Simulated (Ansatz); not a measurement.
# NdPdSb: which shell does photoemission see at 21.2 and 150 eV? (LDA)

The valence band of NdPdSb mixes several shells. Work out by hand which one leads the spectrum's area at each photon energy.

Filled states come from the projected DOS of Ansatz 0.2.0 (LDA+U, plane waves); cross sections σ and asymmetry parameters β are those of free atoms in a Dirac–Hartree–Slater calculation. A shell's area is states × σ × angular factor, which is 1 − β·P₂(cos θ)/2 for unpolarised light, with θ = 45° from the beam and P₂ = 0.250.

**At 21.2 eV** (states counted from 11.2 eV below the zero; other shells add 0.1 to the products' sum of 70.5):

| shell | filled states a cell | cross section (Mb an electron) | β | angular factor | product | share by hand (%) | share in the simulated spectrum (%) |
| --- | --- | --- | --- | --- | --- | --- | --- |
| Nd 5p | 0.00 | 0 | 0.00 | 1.00 | 0 | 0 | 0 |
| Nd 5d | 4.94 | 2.69 | 0.72 | 0.91 | 12.1 | 17 | 17 |
| Nd 4f | 6.20 | 0.369 | 1.24 | 0.85 | 1.93 | 3 | 3 |
| Sb 5p | 7.29 | 0.974 | 1.91 | 0.76 | 5.41 | 8 | 8 |
| Pd 4d | 18.66 | 2.72 | -0.03 | 1.00 | 50.9 | 72 | 72 |

**At 150 eV** (states counted from 30.0 eV below the zero; other shells add 0.82 to the products' sum of 5.43):

| shell | filled states a cell | cross section (Mb an electron) | β | angular factor | product | share by hand (%) | share in the simulated spectrum (%) |
| --- | --- | --- | --- | --- | --- | --- | --- |
| Nd 5p | 11.77 | 0.0308 | 0.16 | 0.98 | 0.355 | 7 | 7 |
| Nd 5d | 4.99 | 0.00525 | -0.62 | 1.08 | 0.0282 | 1 | 1 |
| Nd 4f | 6.21 | 0.591 | 0.49 | 0.94 | 3.44 | 63 | 64 |
| Sb 5p | 7.40 | 0.0104 | 0.49 | 0.94 | 0.0723 | 1 | 1 |
| Pd 4d | 18.70 | 0.037 | -0.27 | 1.03 | 0.715 | 13 | 13 |

Pd 4d leads at 21.2 eV and Nd 4f at 150 eV. Between the two energies σ of Pd 4d changes by a factor 0.014 and that of Nd 4f by 1.6, so their ratio moves 118-fold in favour of the second. The simulated spectrum uses the same rule on the energy-resolved DOS, so the two share columns agree within a few points.

Only crystals where the two columns agree within 4 points and the lead is clear are worked in this form. Free-atom cross sections ignore the solid's final states, no escape depth or background enters, and the count of states a shell hangs on the projection.
